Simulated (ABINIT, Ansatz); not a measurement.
# Rhodium (Fm-3m): phonons by linear response, part 4 of 4

Aim: the phonon dispersion of Rhodium (Fm-3m), checked by a second program.

ABINIT 10.8.3; DFT PBE, scalar-relativistic, plane waves, PseudoDojo norm-conserving pseudopotentials.

So far, highest frequency (cm⁻¹): step 7 (dispersion) 233.

The database entry behind the starting cell differs from later determinations by our own check (an axis about 0.2 % short against later determinations), so it need not match the best structure at ambient conditions.

### 9. The same in Ansatz

A second program on the same cell, potentials, cutoff and meshes tests the implementation of the phonon response, not its convergence.

This step: DFT PBE, scalar-relativistic, plane waves, PseudoDojo norm-conserving pseudopotentials (Ansatz 0.2.0).

input.yaml reads:

```yaml
crystal:
  lattice:
    - [0.0, 1.9170350455, 1.9170350455]
    - [1.9170350455, 0.0, 1.9170350455]
    - [1.9170350455, 1.9170350455, 0.0]
  atoms:
    - { symbol: Rh, position: [0.0, 0.0, 0.0] }
kpoints:
  mp_grid: { grid: [16, 16, 16] }
hamiltonian:
  xc: pbe
  pseudopotentials: { kind: nc, accuracy: standard }
scf:
  occupations: { method: gaussian, width: 0.27211 }
output:
  eigenvalues: true
basis:
  ecutwfc: 1088.455
phonons:
  method: dfpt
  qmesh: [4, 4, 4]
  temperatures: { t_max: 1000, t_step: 50 }
  qpath:
    path:
      - [[0.0, 0.0, 0.0], [0.5, 0.0, 0.5], [0.625, 0.25, 0.625]]
      - [[0.375, 0.375, 0.75], [0.0, 0.0, 0.0], [0.5, 0.5, 0.5], [0.5, 0.25, 0.75], [0.5, 0.0, 0.5]]
    npoints: 10
  electrical_resistivity: { temperatures: [77, 300], mesh: [32, 32, 32] }
```

The run is started by

```bash
$ ansatz run input.yaml --threads 16 --pin off --max-ram 32768MiB --backend cpu --events-out ev --progress --plain --runs-dir out
```

Numbers of over 12 decimals in the logs are rounded to 6 here.

The log of the run:

```text
Warning: basis.ecutwfc = 1088.455 eV is below the records' recommended 1197.300995 eV, and the density's cutoff is lower with it unless basis.ecutrho_ratio is high enough to keep the records' density cutoff: compare with a run at a higher cutoff
Engine: ansatz 0.2.0, aarch64-unknown-linux-gnu
Pseudopotentials: kind: nc
Pseudopotential: Rh, nc, valence charge 17, recommended cutoff 1197.300995 eV (normal), Rh.nc.azcp (PseudoDojo's, or run here from an input of PseudoDojo's; its table is named by hamiltonian.pseudopotentials.accuracy)
Functional definition: PBE
  parameter kappa = 0.804
  parameter beta = 0.066725
  exchange = pbe_x(kappa = kappa, mu = beta*pi^2/3)
  correlation = pbe_c(beta = beta)
Crystal: 1 atoms, lattice volume = 14.090 Å³
Basis set: ecut = 1088.455 eV, 1139 PW (Γ), exchange–correlation on 60×60×60 points (8 copies of the dense FFT grid, shifted against one another)
Bands: 13, of which v1, the nominal top of the filled ones, is band 9 counted from 1 (8 counted from 0)
Symmetry: 48 space group operations
k-points: 145 of 4096
Non-local potential: Rh, projectors of the file, l = 0: 2, l = 1: 2, l = 2: 2
Initial density: superposition of atomic densities (chi_scale 0.1, normalization cell)
Initial wavefunctions: pseudopotential atomic-orbital guess
Functional: x = pbe(κ = 0.804, μ = 0.219515), c = pbe(β = 0.066725)
SCF iter   1: F=—  HF=-3192.084235 eV  |F-HF|=—  |Δ(HF+E_count)|=         —  Δρ=1.14e-1  dr2=1.59e0  ethr=3.10e-3  ⟨swp⟩=5.7  Hψ=11787  notcnv=0
preconditioner: auto → none  [metal: Δε(μ)=0.018 eV  Ē_g=13.591 eV  σ=0.272 eV  W_gap=0.04  n_scr=0 (ndim 8)  ℏωp=29.7 eV  f_vac=0.000  D(μ)=1.29/eV (n_scr^D=14)]
SCF iter   2: F=—  HF=-3191.665891 eV  |F-HF|=—  |Δ(HF+E_count)|=   4.18e-1  Δρ=4.46e-2  dr2=1.36e-1  ethr=3.10e-3  ⟨swp⟩=2.8  Hψ=5073  notcnv=0
SCF iter   3: F=—  HF=-3191.622177 eV  |F-HF|=—  |Δ(HF+E_count)|=   4.37e-2  Δρ=1.48e-2  dr2=8.24e-3  ethr=8.03e-4  ⟨swp⟩=2.1  Hψ=3426  notcnv=0
SCF iter   4: F=—  HF=-3191.621238 eV  |F-HF|=—  |Δ(HF+E_count)|=   9.40e-4  Δρ=1.55e-3  dr2=7.61e-5  ethr=4.84e-5  ⟨swp⟩=1.1  Hψ=1993  notcnv=0
SCF iter   5: F=—  HF=-3191.621247 eV  |F-HF|=—  |Δ(HF+E_count)|=   9.56e-6  Δρ=1.14e-4  dr2=3.97e-7  ethr=4.48e-7  ⟨swp⟩=2.6  Hψ=3240  notcnv=0
SCF iter   6: F=—  HF=-3191.621246 eV  |F-HF|=—  |Δ(HF+E_count)|=   7.62e-7  Δρ=1.68e-5  dr2=4.27e-9  ethr=2.33e-9  ⟨swp⟩=2.6  Hψ=3379  notcnv=0
SCF iter   7: F=—  HF=-3191.621246 eV  |F-HF|=—  |Δ(HF+E_count)|=  9.22e-10  Δρ=7.64e-7  dr2=2.31e-11  ethr=2.51e-11  ⟨swp⟩=2.3  Hψ=3095  notcnv=0
SCF iter   8: F=-3191.621246 eV  HF=-3191.621246 eV  |F-HF|=4.55e-13  |Δ(HF+E_count)|=  1.46e-11  Δρ=1.23e-7  dr2=4.29e-13  ethr=1.00e-12  ⟨swp⟩=9.1  Hψ=12151  notcnv=0
SCF 1 converged in 8 iterations: F = -3191.621246 eV  dr2 = 4.29e-13
NSCF: frozen V_eff on 145 k-points
NSCF: frozen V_eff on 349 k-points
DFPT response loops at q = (0, 0, 0) (fractional): preconditioner auto → Kerker (q_TF=auto, 2.815 Å⁻¹) (partly filled bands, converged f_vac=0.000); β = 1.00, the filter's whole step (`scf.mixing.beta` (0.50) is not read by the response loops under this deck's `scf.mixing.preconditioner`; to damp them name `kerker` or `kerker_dos`, under which they read `scf.mixing.beta`, and type it under 1.00, their step now; both keys bind the ground state too); Broyden in place of MSR1
NSCF: frozen V_eff on 4352 k-points
DFPT response loops at q = (0, 0, 0.25) (fractional): mixed as the last ones told, above
NSCF: frozen V_eff on 2196 k-points
DFPT response loops at q = (0, 0, -0.5) (fractional): mixed as the last ones told, above
NSCF: frozen V_eff on 2320 k-points
DFPT response loops at q = (0, 0.25, 0.25) (fractional): mixed as the last ones told, above
NSCF: frozen V_eff on 8192 k-points
DFPT response loops at q = (0, 0.25, -0.5) (fractional): mixed as the last ones told, above
NSCF: frozen V_eff on 4352 k-points
DFPT response loops at q = (0, 0.25, -0.25) (fractional): mixed as the last ones told, above
NSCF: frozen V_eff on 1242 k-points
DFPT response loops at q = (0, -0.5, -0.5) (fractional): mixed as the last ones told, above
NSCF: frozen V_eff on 2320 k-points
DFPT response loops at q = (0.25, -0.5, -0.25) (fractional): mixed as the last ones told, above
SCF iter   1: F=—  HF=-3192.084235 eV  |F-HF|=—  |Δ(HF+E_count)|=         —  Δρ=1.14e-1  dr2=1.59e0  ethr=3.10e-3  ⟨swp⟩=5.7  Hψ=11787  notcnv=0
SCF iter   2: F=—  HF=-3191.665891 eV  |F-HF|=—  |Δ(HF+E_count)|=   4.18e-1  Δρ=4.46e-2  dr2=1.36e-1  ethr=3.10e-3  ⟨swp⟩=2.8  Hψ=5073  notcnv=0
SCF iter   3: F=—  HF=-3191.622177 eV  |F-HF|=—  |Δ(HF+E_count)|=   4.37e-2  Δρ=1.48e-2  dr2=8.24e-3  ethr=8.03e-4  ⟨swp⟩=2.1  Hψ=3426  notcnv=0
SCF iter   4: F=—  HF=-3191.621238 eV  |F-HF|=—  |Δ(HF+E_count)|=   9.40e-4  Δρ=1.55e-3  dr2=7.61e-5  ethr=4.84e-5  ⟨swp⟩=1.1  Hψ=1993  notcnv=0
SCF iter   5: F=—  HF=-3191.621247 eV  |F-HF|=—  |Δ(HF+E_count)|=   9.56e-6  Δρ=1.14e-4  dr2=3.97e-7  ethr=4.48e-7  ⟨swp⟩=2.6  Hψ=3240  notcnv=0
SCF iter   6: F=—  HF=-3191.621246 eV  |F-HF|=—  |Δ(HF+E_count)|=   7.62e-7  Δρ=1.68e-5  dr2=4.27e-9  ethr=2.33e-9  ⟨swp⟩=2.6  Hψ=3379  notcnv=0
SCF iter   7: F=—  HF=-3191.621246 eV  |F-HF|=—  |Δ(HF+E_count)|=  9.22e-10  Δρ=7.64e-7  dr2=2.31e-11  ethr=2.51e-11  ⟨swp⟩=2.3  Hψ=3095  notcnv=0
SCF iter   8: F=-3191.621246 eV  HF=-3191.621246 eV  |F-HF|=4.55e-13  |Δ(HF+E_count)|=  1.68e-11  Δρ=1.22e-7  dr2=4.23e-13  ethr=1.00e-12  ⟨swp⟩=3.3  Hψ=5062  notcnv=0
SCF 2 converged in 8 iterations: F = -3191.621246 eV  dr2 = 4.23e-13
NSCF: frozen V_eff on 145 k-points
NSCF: frozen V_eff on 897 k-points
SCF converged after 8 iterations
Free energy (F): -3191.621246 eV
Harris-Foulkes:  -3191.621246 eV  (|F-HF|=4.55e-13)
Internal energy: -3191.568487 eV  (E = F + TS)
E sigma→0 (E₀):  -3191.594867 eV
Entropy (-TS):   -0.052759 eV (-52.759 meV/atom)
Fermi energy:    21.958451 eV
--- Per-component energies (eV) ---
  E_band       = -91.062459
  E_kinetic    = 1054.896744
  E_local      = -1962.325692  (includes V_loc(G=0)·N_el)
  E_nonlocal   = 194.410378
  E_hartree    = 524.292435
  E_xc         = -514.638980
  E_vxc        = -426.628754  (∫ρ·V_xc dr)
  E_ewald      = -2488.203372
  E_smearing   = -0.052759  (= −TS)
  E_closure    = 0.000000  (closes the sum)
  Σ components = -3191.621246   (vs F -3191.621246, Δ=0.00e0)
--- Band table (eV; the first three rows and the last of 145) ---
  k-point 0: bands = [... 5 lower, 19.0024, 19.0024, 19.0024, 21.0122, 21.0122, 38.1350, 43.4153, 43.4153]
  k-point 1: bands = [... 5 lower, 18.9358, 19.0618, 19.0618, 20.9797, 20.9797, 38.3468, 42.5444, 43.6291]
  k-point 2: bands = [... 5 lower, 18.7785, 19.2102, 19.2102, 20.9186, 20.9186, 38.8785, 40.8400, 44.2407]
  k-point 144: bands = [... 5 lower, 18.2997, 18.2997, 20.8169, 22.9160, 31.4180, 31.4180, 33.0219, 34.3888]
--- Phonons (Γ-DFPT): 1 representative perturbation + reference (Σ response iterations 4) ---
  ASR residual: 1.529e-4 → 0.000e0 eV/Å²; symmetrization residual: 8.132e-20 eV/Å²
  ASR residual per site (eV/Å²): 1.53e-4
  Γ frequencies (cm⁻¹): 0.00 0.00 0.00
--- Phonons (arbitrary-q DFPT): 8 irreducible q on the 4×4×4 mesh ---
  q = [0.0000, 0.0000, 0.0000] (star 1, of the zone-centre solve; hermiticity 1.32e-24, symmetrization 7.09e-16): -0.00 -0.00 -0.00
  q = [0.0000, 0.0000, 0.2500] (star 8, 1 solved perturbation on 2176 of 4096 k-point pairs; hermiticity 2.36e-13, symmetrization 3.37e-13, the responses' own estimated error 3.7e-7 eV/Å²): 94.68 94.68 188.52
  q = [0.0000, 0.0000, -0.5000] (star 4, 1 solved perturbation on 1098 of 4096 k-point pairs; hermiticity 1.01e-13, symmetrization 1.79e-13, the responses' own estimated error 3.6e-7 eV/Å²): 131.83 131.83 233.03
  q = [0.0000, 0.2500, 0.2500] (star 6, 2 solved perturbations in 1808 linear systems a pass and spin channel, the states on 1160 of 4096 k-point pairs; hermiticity 3.97e-13, symmetrization 1.88e-13, the responses' own estimated error 3.0e-7 eV/Å²): 129.70 129.70 198.44
  q = [0.0000, 0.2500, -0.5000] (star 24, 2 solved perturbations in 6272 linear systems a pass and spin channel, the states on 4096 of 4096 k-point pairs; hermiticity 9.35e-11, symmetrization 1.29e-13, the responses' own estimated error 3.2e-7 eV/Å²): 156.81 167.40 216.52
  q = [0.0000, 0.2500, -0.2500] (star 12, 2 solved perturbations in 3336 linear systems a pass and spin channel, the states on 2176 of 4096 k-point pairs; hermiticity 2.15e-14, symmetrization 1.54e-13, the responses' own estimated error 3.5e-7 eV/Å²): 134.77 160.61 215.06
  q = [0.0000, -0.5000, -0.5000] (star 3, 2 solved perturbations in 970 linear systems a pass and spin channel, the states on 621 of 4096 k-point pairs; hermiticity 5.06e-14, symmetrization 2.31e-13, the responses' own estimated error 3.2e-7 eV/Å²): 177.17 177.17 219.59
  q = [0.2500, -0.5000, -0.2500] (star 6, 2 solved perturbations in 1749 linear systems a pass and spin channel, the states on 1160 of 4096 k-point pairs; hermiticity 3.32e-13, symmetrization 1.93e-13, the responses' own estimated error 3.5e-7 eV/Å²): 174.90 193.55 193.55
  sum rule: each row above includes the acoustic sum rule's correction from the zone centre's row sums; it moved no ω² by more than (0.64 cm⁻¹)²
  mesh force constants: q→R imaginary residual 0.00e0; ASR residual 1.529e-4 → 0.000e0 eV/Å²; symmetrization residual 8.882e-15 eV/Å²
  interpolated dispersion: 62 rows × 3 modes
  density of states and harmonic sums: on the 28×28×28 q-mesh, interpolated from the force constants of a 4×4×4 supercell (no non-analytic term)
  largest difference from the sums on the solved wave vectors: F 1.08e-2 eV, S 1.49e-5 and C_V 4.03e-6 eV/K
  zero-point energy: 0.031072 eV/cell   skipped modes (ω ≤ 0): 3   left out of the sums: 4.56e-5 of the cell's modes: C_V's classical limit lies that fraction below 3 k_B per atom; for a crystal, a wire or a layer, F and S can be off by more, and a phonons.interpolated_qmesh denser along its periods is the remedy for the sampling
--- Electrical resistivity: potentials and phonons of a 4×4×4 supercell ---
  scattering by harmonic phonons alone, with no dipole-dipole term; scattering by other electrons, impurities, surfaces and spin disorder is left out, and so is spin–orbit coupling
  the resistivity is that of a variational response, whose dependence on the energy is improved iteratively
  at the Fermi level of each mesh (of a tensor a third of its trace):
           mesh   spin    states/(eV spin)  plasma energy (eV)         λ      λ_tr    ħω_log (meV)
       32×32×32                     0.6715              9.7043    0.3965    0.4303          20.519
       16×16×16                     0.6649              9.2559    0.3908    0.4351          20.544
          8×8×8                     0.7303              9.6271    0.4255    0.4847          20.452
  resistivity on the deck's mesh, µΩ·cm:
     T (K)       trace/3  mesh converged            xx            yy            zz    lowest order   relaxation time
     77.00     5.2862e-1              no     5.2862e-1     5.2862e-1     5.2862e-1       6.6862e-1         5.1708e-1
    300.00      5.0237e0              no      5.0237e0      5.0237e0      5.0237e0        5.2100e0          4.8644e0
  mean free path at 77 K (of a tensor a third of its trace): 77.9 nm by what each carries, 63.4 by the Fermi surface alone
  Hall coefficient in a weak field at 77 K (a third of the trace): 6.643e-11 m³/C (as a tensor it moves by 2.3 % between the two finest meshes); by each state's relaxation time: 5.243e-11 m³/C; by a constant relaxation time: 6.694e-11 m³/C
  mean free path at 300 K (of a tensor a third of its trace): 7.33 nm by what each carries, 6.67 by the Fermi surface alone
  Hall coefficient in a weak field at 300 K (a third of the trace): 7.291e-11 m³/C (as a tensor it moves by 2.3 % between the two finest meshes); by each state's relaxation time: 4.982e-11 m³/C; by a constant relaxation time: 6.681e-11 m³/C
  the resistivity times a path that all electrons share, by the Fermi surface of the deck's mesh alone (a third of the trace): 3.350e-16 Ω·m²
  not converged in the mesh (λ; λ_tr; the resistivity at 77 K by 9.38 %; the resistivity at 300 K by 10.58 %): between neighbouring meshes, the two finest first, λ moves by 1.44 % and 8.88 %, λ_tr by 1.12 % and 11.40 % and the resistivity by up to 10.58 % and 2.07 %; an estimate, no bound, puts it up to 6.8e-8 % above the Boltzmann equation's exact value after up to 4 iterations (at most 30 are made, fewer where the estimate is under 1.0e-6 % of each spin channel's own resistivity)
  vibrations of 64 cells: unjudged by the run; compare a larger repeat
  the changes of the potential over all sites missed a rigid shift's by 0.00 % (the site terms' by 0.00 %)
  at the force constants' own smearing the fine mesh and the k-points of their solves give squared frequencies that differ by 0.6 % of the larger at the most, at (0, 0.25, -0.25)
```

Wall time 2.3 min (16 threads of Arm Neoverse V1, shared host); peak memory 5.6 GiB.

Numbers from this step:

```yaml
sum_rule_residual_before_enforcement: 1.53e-4 eV/Å²
mean_frequency: 167.1 cm⁻¹
debye_temperature_second_moment: 319 K
logarithmic_mean_frequency: 161.5 cm⁻¹
lowest_mode_on_the_q_mesh_acoustic_ones_at_the_zone_centre_apart: 94.68 cm⁻¹
zero_point_energy_per_atom: 31.07 meV
vibrational_entropy_at_300_k: 32.01 J/(mol atoms K)
```

### 10. The two compared: ABINIT PseudoDojo and Ansatz, PseudoDojo

Worked out from the results:

| Property | Result |
| --- | --- |
| root-mean-square difference | 0.1 cm⁻¹ |
| largest difference | 0.18 cm⁻¹ |
| root-mean-square difference on the path | 0.1 cm⁻¹ |
| largest difference on the path | 0.2 cm⁻¹ |

The 12 of 21 modes that differ most. Frequencies side by side:

```
q (reciprocal lattice)  mode  ABINIT PseudoDojo (cm⁻¹)  Ansatz, PseudoDojo (cm⁻¹)
              0.25 0 0     1                      94.5                      94.68
              0.25 0 0     2                      94.5                      94.68
               0.5 0 0     1                     131.7                      131.8
               0.5 0 0     2                     131.7                      131.8
           0.25 0.25 0     1                     129.6                      129.7
           0.25 0.25 0     2                     129.6                      129.7
           0.25 0.25 0     3                     198.3                      198.4
            0.5 0.25 0     3                     216.4                      216.5
          -0.25 0.25 0     2                     160.4                      160.6
             0.5 0.5 0     1                     177.1                      177.2
             0.5 0.5 0     2                     177.1                      177.2
             0.5 0.5 0     3                     219.4                      219.6
```

The interpolated bands of the two lie on top of each other.

At the solved wavevectors the largest difference (acoustic modes at Γ apart) is 0.08 % of the highest mode.

### 11. Outcome

| Item | Value |
| --- | --- |
| space group after relaxation | Fm-3m |
| volume per atom | 14.1 Å³ |
| q mesh | 4×4×4 |
| lowest mode on the q mesh (acoustic ones at the zone centre apart) | 94.5 cm⁻¹ |
| zero-point energy per atom | 31.1 meV |
| heat capacity at 300 K | 23.6 J/(mol atoms K) |
| vibrational entropy at 300 K | 32.0 J/(mol atoms K) |
| imaginary modes on the q mesh | none |
| largest difference from Ansatz, PseudoDojo | 0.18 cm⁻¹ |

Rhodium (Fm-3m) is dynamically stable on the 4×4×4 mesh; its spectrum reaches 233 cm⁻¹. The base run prints -1.2 GPa, mostly the error of a finite basis; the relaxation, with a smoothed and higher cutoff, had brought the cell to rest. ABINIT PseudoDojo and Ansatz, PseudoDojo agree to 0.18 cm⁻¹ (0.08 % of the highest mode compared) on all solved modes but the acoustic ones at Γ. These are harmonic frequencies at zero temperature: anharmonic shifts and linewidths and thermal expansion are left out. In a metal the frequencies hang on the k mesh and the smearing, most of all near Kohn anomalies. Ansatz warns that the cutoff lies 9 % under the one recommended for these files; agreement at one cutoff is not convergence. Electron-phonon sums were run after this but are left out, since no second program bore their λ out within 30 %; a λ that a log prints is not taken as a result.

[Host names and launcher messages were left out of these logs when they were recorded.]

[Logs are printed without paths, hosts, clocks, repeated set-up lines and the standing remarks that a program may print on its own settings, such as how far it seeks lower states.]

[Hosts, paths, dates, database ids (printed as entryN), source tags and the programs' standing remarks are cut or masked in the printed files.]
